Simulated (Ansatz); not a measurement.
# Zr2CO2 monolayer: from the cell to its phonons, part 2 of 2

Wanted: phonon frequencies of Zr2CO2 monolayer and what follows from them.

Ansatz 0.2.0; DFT PBEsol, scalar-relativistic, plane waves, PAW; PAW set soft_1.

So far. Step 4 (Tight relaxation): The largest force component left is 0.039 meV/Å, within the tolerances set. Step 5 (Modes at Γ): Before it was imposed, the acoustic sum rule was missed by 9.6e-5 eV/Å² and the charge sum rule by 0.0023 e. Small misses are needed for a sound result but don't prove that mesh and cutoff are converged. The lowest optical mode is real, 115 cm⁻¹.

## 6. Phonons on a q mesh

Stability and thermal properties need the whole zone. Linear response on a 6×6×1 q mesh gives force constants as far as a supercell of that size would, and the tensors from the zone-centre run are typed in so that the long-range dipole term is interpolated apart.

input.yaml

```yaml
crystal:
  lattice:
    - [3.2785835253, 0.0, 0.0]
    - [-1.6392917626, 2.8393366213, 0.0]
    - [0.0, 0.0, 32.6]
  atoms:
    - { symbol: C, position: [0.0, 0.0, 0.3067484663] }
    - { symbol: Zr, position: [0.3333333333, 0.6666666667, 0.3493227507] }
    - { symbol: Zr, position: [0.6666666667, 0.3333333333, 0.2641741818] }
    - { symbol: O, position: [0.6666666667, 0.3333333333, 0.3772938616] }
    - { symbol: O, position: [0.3333333333, 0.6666666667, 0.2362030709] }
  periodic: [true, true, false]
kpoints:
  mp_grid: { grid: [12, 12, 1] }
hamiltonian:
  xc: pbesol
  pseudopotentials: { kind: paw, azcp: { folder: soft_1 }, xc_functional: pbe }
scf:
  occupations: { method: fixed }
output:
  eigenvalues: true
phonons:
  method: dfpt
  qmesh: [6, 6, 1]
  temperatures: { t_max: 1000, t_step: 50 }
  qpath:
    path:
      - [0.0, 0.0, 0.0]
      - [0.5, 0.0, 0.0]
      - [0.33333333, 0.33333333, 0.0]
      - [0.0, 0.0, 0.0]
    npoints: 10
  isolated: true
  non_analytic_term:
    high_frequency_dielectric_tensor: [[3.3689, 0.0, 0.0], [0.0, 3.3689, 0.0], [0.0, 0.0, 1.1703]]
    born_effective_charges:
      - { species: C, tensor: [[-5.2581, 0.0, 0.0], [0.0, -5.2581, 0.0], [0.0, 0.0, -0.3303]] }
      - { species: Zr, tensor: [[6.2971, 0.0, 0.0], [0.0, 6.2971, 0.0], [0.0, 0.0, 0.5714]] }
      - { species: Zr, tensor: [[6.2971, 0.0, 0.0], [0.0, 6.2971, 0.0], [0.0, 0.0, 0.5714]] }
      - { species: O, tensor: [[-3.6681, 0.0, 0.0], [0.0, -3.6681, 0.0], [0.0, 0.0, -0.4063]] }
      - { species: O, tensor: [[-3.6681, 0.0, 0.0], [0.0, -3.6681, 0.0], [0.0, 0.0, -0.4063]] }
    source: "zone-centre run at this cell"
```

Launch:

```console
$ ansatz run input.yaml --threads 4 --pin off --max-ram 16384MiB --backend cpu --events-out ev --progress --plain --runs-dir out
```

It took 21 min on 4 threads of Arm Neoverse V2, shared host; peak memory 2.6 GiB; 82 min of CPU time.

This step gave:

```
sum-rule residual before enforcement                    : 7.89e-5 eV/Å²
lowest frequency on the path                            : 0 cm⁻¹
highest frequency on the path or at a solved wavevector : 700.2 cm⁻¹
mean frequency                                          : 363.9 cm⁻¹
lowest mode on the q mesh (acoustic modes at Γ apart)   : 58.29 cm⁻¹
zero-point energy per atom                              : 67.71 meV
heat capacity at 300 K                                  : 19.02 J/(mol atoms K)
vibrational entropy at 300 K                            : 18.00 J/(mol atoms K)
```

Frequencies (cm⁻¹) solved at each irreducible wavevector; negative means imaginary. Frequencies by wavevector, by row:

```
q in reciprocal lattice units  star  mode 1  mode 2  mode 3  mode 4  mode 13  mode 14  mode 15
                        0 0 0     1       0       0       0   114.7    518.5      524    700.2
                   0 0.1667 0     6    58.3    86.2   127.8   148.2    509.2    632.1    680.9
                   0 0.3333 0     6   122.4     138   154.8   191.3      498    625.8    665.3
                     0 -0.5 0     3   147.7   154.6   163.8   166.6    508.2    580.4    670.2
              0.1667 0.1667 0     6   108.1   134.4   160.9   199.1    520.5    645.7      653
              0.1667 0.3333 0    12   135.4   166.8   170.8     207    546.6    599.5    654.4
              0.3333 0.3333 0     2   149.2   149.2   187.1   261.3    567.3      619      619
```

Interpolated from a 6×6×1 q mesh, with the LO-TO term (at Γ the limit along the path; where Γ stands inside the path, tables give the limit on arrival). The phonon branches at the labelled points (cm⁻¹):

```
  point  branch 1  branch 2  branch 3  branch 4  branch 12  branch 13  branch 14  branch 15
      Γ         0         0         0       115        494        518        524        700
halfway        98       117       142       193        504        505        643        668
      M       148       155       164       167        486        508        580        670
halfway       145       160       171       214        457        566        574        656
      K       149       149       187       261        445        567        619        619
halfway       108       134       161       199        495        520        646        653
      Γ         0         0         0       115        494        518        524        700
```

Tetrahedra on a 24×24×1 mesh, mean over bins of 10 cm-1. Interpolated from a 6×6×1 q mesh. Table of phonon density of states by wavenumber; read off at these points:

```
wavenumber (cm⁻¹)  phonon density of states (1/cm⁻¹/cell)
                5                                 0.00111
               25                                 0.00237
               55                                 0.00421
               75                                 0.00581
              105                                  0.0114
              125                                  0.0316
              145                                  0.0458
              165                                  0.0544
              175                                  0.0443
              195                                  0.0398
              225                                  0.0305
              245                                  0.0199
              255                                  0.0407
              275                                 0.00555
              295                                  0.0164
              315                                  0.0163
              345                                  0.0150
              365                                  0.0181
              395                                  0.0247
              405                                  0.0691
              415                                  0.0631
              435                                  0.0311
              445                                  0.0410
              465                                  0.0323
              485                                  0.0324
              505                                  0.0534
              515                                  0.0258
              535                                 0.00808
              565                                  0.0123
              585                                  0.0121
              605                                  0.0155
              635                                  0.0225
              655                                  0.0230
              685                                 0.00544
              705                                  5.0e-5
```

The partial phonon density of states has structure finer than the step of the table below, so its rows give means over 25 cm⁻¹, whole bins alone (the curve runs from -10 to 731 cm⁻¹). Peaks (cm⁻¹: height): C 376.9: 0.00585, 502.8: 0.0177, 586.7: 0.0111, 661.3: 0.0251; O 409.6: 0.0698; Zr 167.2: 0.0509, 227.8: 0.0216, 255.7: 0.0274, 302.4: 0.0139.

Phonopy on the run's constants, 19x19x1 mesh, Gaussian sigma 5.3 cm-1. Interpolated from a 6×6×1 q mesh. Table of partial phonon density of states by wavenumber; means over each step; values in 1/cm⁻¹/cell:

```
wavenumber (cm⁻¹)        C        O       Zr
               25   1.1e-4   3.0e-4  0.00177
               50   1.9e-4   5.3e-4  0.00331
               75   2.2e-4   6.3e-4  0.00478
              100   2.8e-4   8.8e-4  0.00988
              125   2.5e-4  0.00143   0.0300
              150   1.9e-4  0.00134   0.0422
              175   3.2e-4  0.00150   0.0397
              200   3.2e-4  0.00223   0.0222
              225   2.4e-4  0.00245   0.0175
              250   5.0e-4  0.00348   0.0213
              275   1.9e-4  0.00126  0.00750
              300   6.6e-4  0.00275   0.0118
              325  0.00118  0.00382  0.00577
              350  0.00321   0.0121  0.00142
              375  0.00505   0.0191  0.00170
              400  0.00348   0.0395  0.00197
              425  0.00292   0.0449  0.00305
              450  0.00227   0.0317  0.00459
              475  0.00521   0.0237  0.00303
              500   0.0141   0.0232  0.00264
              525  0.00900  0.00587   6.3e-4
              550  0.00657  0.00118   1.0e-4
              575  0.00839  0.00100   1.8e-4
              600   0.0101  0.00266   2.6e-4
              625  0.00884  0.00258   3.7e-4
              650   0.0204  0.00609   9.1e-4
              675   0.0134  0.00349   6.3e-4
              700  0.00234   1.8e-4   1.2e-4
```

Harmonic thermodynamic functions per atom, from the density of states. Interpolated from a 6×6×1 q mesh. Thermodynamic functions, by row:

```
T (K)  F_vib (meV/atom)  S (J/mol-atom/K)  C_V (J/mol-atom/K)
    0             67.71                 0                   0
  100              66.4             3.812               6.783
  200              58.7             11.13               14.67
  300             43.52                18               19.02
  400             21.77              23.8               21.22
  500              -5.5             28.68               22.43
  600            -37.44             32.84               23.14
  700            -73.38             36.44               23.59
  800            -112.8             39.61               23.89
  900            -155.4             42.44                24.1
 1000            -200.7             44.99               24.26
```

Symmetry leaves 7 wavevectors to solve. The lowest mode among them, the acoustic zeros apart, lies at q = (0, 0.167, 0) and is real, 58.3 cm⁻¹.

## 7. Another isotope, element C, natural mass 12.011 amu

An isotope changes the mass and not the force constants, so no new electronic calculation is needed; the shifts show which modes move this element.

The same force constants with the mass of C changed from 12.011 to 13.003 u (phonopy, no LO-TO term). Both lists are sorted by frequency; levels can cross, so a row need not hold one and the same mode. Modes under 3 cm⁻¹ are left out. Isotope shifts, by row, the first 40 of 57 rows:

```
         q  rank  natural mass (cm⁻¹)  changed mass (cm⁻¹)
     0 0 0     4                114.7                114.7
     0 0 0     5                114.7                114.7
     0 0 0     6                230.8                230.8
     0 0 0     7                290.2                286.3
     0 0 0     8                290.2                286.3
     0 0 0     9                424.5                424.5
     0 0 0    10                424.5                424.5
     0 0 0    11                  494                482.3
     0 0 0    12                  494                482.3
     0 0 0    13                518.5                518.4
     0 0 0    14                  524                  524
     0 0 0    15                700.2                674.5
0 0.1667 0     1                 58.3                58.18
0 0.1667 0     2                86.21                86.11
0 0.1667 0     3                127.8                127.8
0 0.1667 0     4                148.2                147.9
0 0.1667 0     5                171.2                171.1
0 0.1667 0     6                222.1                222.1
0 0.1667 0     7                324.3                320.3
0 0.1667 0     8                366.5                365.1
0 0.1667 0     9                411.9                411.6
0 0.1667 0    10                464.3                460.9
0 0.1667 0    11                  496                489.6
0 0.1667 0    12                502.2                495.8
0 0.1667 0    13                509.2                506.9
0 0.1667 0    14                632.1                615.9
0 0.1667 0    15                680.9                658.9
0 0.3333 0     1                122.4                122.3
0 0.3333 0     2                  138                  138
0 0.3333 0     3                154.8                154.8
0 0.3333 0     4                191.3                191.2
0 0.3333 0     5                229.7                229.4
0 0.3333 0     6                283.1                282.9
0 0.3333 0     7                362.8                359.6
0 0.3333 0     8                374.6                370.8
0 0.3333 0     9                404.6                404.5
0 0.3333 0    10                428.6                427.1
0 0.3333 0    11                468.1                467.6
0 0.3333 0    12                497.7                483.4
0 0.3333 0    13                  498                495.2
```

A mode of this element alone would shift by -3.89 %. The highest zone-centre frequency without the field goes from 700.2 to 674.5 cm⁻¹ (-3.7 %). The product of the frequency ratios over all optical modes at Γ is 0.894; the product rule, (m/m′)^(3k/2) (M′/M)^(3/2) with k = 1 such atoms and M the mass of the cell, gives 0.894.

## 8. Another isotope, element O, natural mass 15.999 amu

The same for O, from 16.00 to 18.00 u.

The same force constants with the mass of O changed from 15.999 to 17.999 u (phonopy, no LO-TO term). Both lists are sorted by frequency; levels can cross, so a row need not hold one and the same mode. Modes under 3 cm⁻¹ are left out. Isotope shifts, by row, the first 40 of 57 rows:

```
         q  rank  natural mass (cm⁻¹)  changed mass (cm⁻¹)
     0 0 0     4                114.7                114.1
     0 0 0     5                114.7                114.1
     0 0 0     6                230.8                  228
     0 0 0     7                290.2                281.7
     0 0 0     8                290.2                281.7
     0 0 0     9                424.5                402.2
     0 0 0    10                424.5                402.2
     0 0 0    11                  494                  484
     0 0 0    12                  494                  484
     0 0 0    13                518.5                493.2
     0 0 0    14                  524                500.2
     0 0 0    15                700.2                700.1
0 0.1667 0     1                 58.3                57.81
0 0.1667 0     2                86.21                85.72
0 0.1667 0     3                127.8                127.2
0 0.1667 0     4                148.2                147.1
0 0.1667 0     5                171.2                170.1
0 0.1667 0     6                222.1                  220
0 0.1667 0     7                324.3                312.8
0 0.1667 0     8                366.5                349.6
0 0.1667 0     9                411.9                390.2
0 0.1667 0    10                464.3                444.6
0 0.1667 0    11                  496                471.8
0 0.1667 0    12                502.2                486.2
0 0.1667 0    13                509.2                493.4
0 0.1667 0    14                632.1                625.7
0 0.1667 0    15                680.9                676.2
0 0.3333 0     1                122.4                122.1
0 0.3333 0     2                  138                137.7
0 0.3333 0     3                154.8                154.4
0 0.3333 0     4                191.3                190.5
0 0.3333 0     5                229.7                227.8
0 0.3333 0     6                283.1                280.2
0 0.3333 0     7                362.8                347.2
0 0.3333 0     8                374.6                  358
0 0.3333 0     9                404.6                382.4
0 0.3333 0    10                428.6                408.1
0 0.3333 0    11                468.1                445.5
0 0.3333 0    12                497.7                475.7
0 0.3333 0    13                  498                  492
```

A mode of this element alone would shift by -5.72 %. The highest zone-centre frequency without the field goes from 700.2 to 700.1 cm⁻¹ (-0.0 %). The product of the frequency ratios over all optical modes at Γ is 0.721; the product rule, (m/m′)^(3k/2) (M′/M)^(3/2) with k = 2 such atoms and M the mass of the cell, gives 0.721.

## 9. Another isotope, element Zr, natural mass 91.222 amu

The same for Zr, from 91.22 to 95.91 u.

A mode of this element alone would shift by -2.47 %. The highest zone-centre frequency without the field goes from 700.2 to 699.4 cm⁻¹ (-0.1 %). The product of the frequency ratios over all optical modes at Γ is 0.914; the product rule, (m/m′)^(3k/2) (M′/M)^(3/2) with k = 2 such atoms and M the mass of the cell, gives 0.914.

## 10. Results

| Item | Value |
| --- | --- |
| space group after relaxation (within 0.01 Å) | P-3m1 |
| area per atom | 1.86 Å² |
| gap on the k-mesh | 0.927 eV |
| highest optical mode at the zone centre (no LO-TO term) | 700 cm⁻¹ |
| lowest optical zone-centre mode | 115 cm⁻¹ |
| largest Born charge (third of the trace) | 4.39 e |
| lowest mode on the q mesh (acoustic modes at Γ apart) | 58.3 cm⁻¹ |
| highest frequency on the path or at a solved wavevector | 700 cm⁻¹ |
| zero-point energy per atom | 67.7 meV |
| heat capacity at 300 K | 19.0 J/(mol atoms K) |
| vibrational entropy at 300 K | 18.0 J/(mol atoms K) |
| imaginary modes on the 6×6×1 q mesh | none |

The structure is a minimum as far as tested: no mode is imaginary at the 7 irreducible wavevectors of the 6×6×1 mesh, and the softest away from the acoustic zeros lies at 58 cm⁻¹. Without the field, the optical modes at Γ span 115 to 700 cm⁻¹. The highest mode in this list at Γ, 700.2 cm⁻¹, is mostly motion of C (95 % of the kinetic energy). The strongest infrared line is at 290 cm⁻¹. Averaged over orientations, the strongest Raman line at 532 nm and 300 K is at 231 cm⁻¹. The tensors are the static, non-resonant ones, while 532 nm light (2.33 eV) lies above the computed gap. In a sheet or slab the interpolated bending branch near Γ is rough, since the rotational sum rule isn't imposed. Dielectric tensors refer to the cell with its vacuum. The PAW files were made for PBE and serve the other functionals too. The starting cell was built on a prototype and not taken from a measurement. These are harmonic frequencies at zero temperature: anharmonic shifts, linewidths and thermal expansion are left out.

[Logs are printed without paths, hosts, clocks, repeated set-up lines and the standing remarks that a program may print on its own settings, such as how far it seeks lower states.]

[Hosts, paths, dates, database ids (printed as entryN), source tags and the programs' standing remarks are cut or masked in the printed files.]
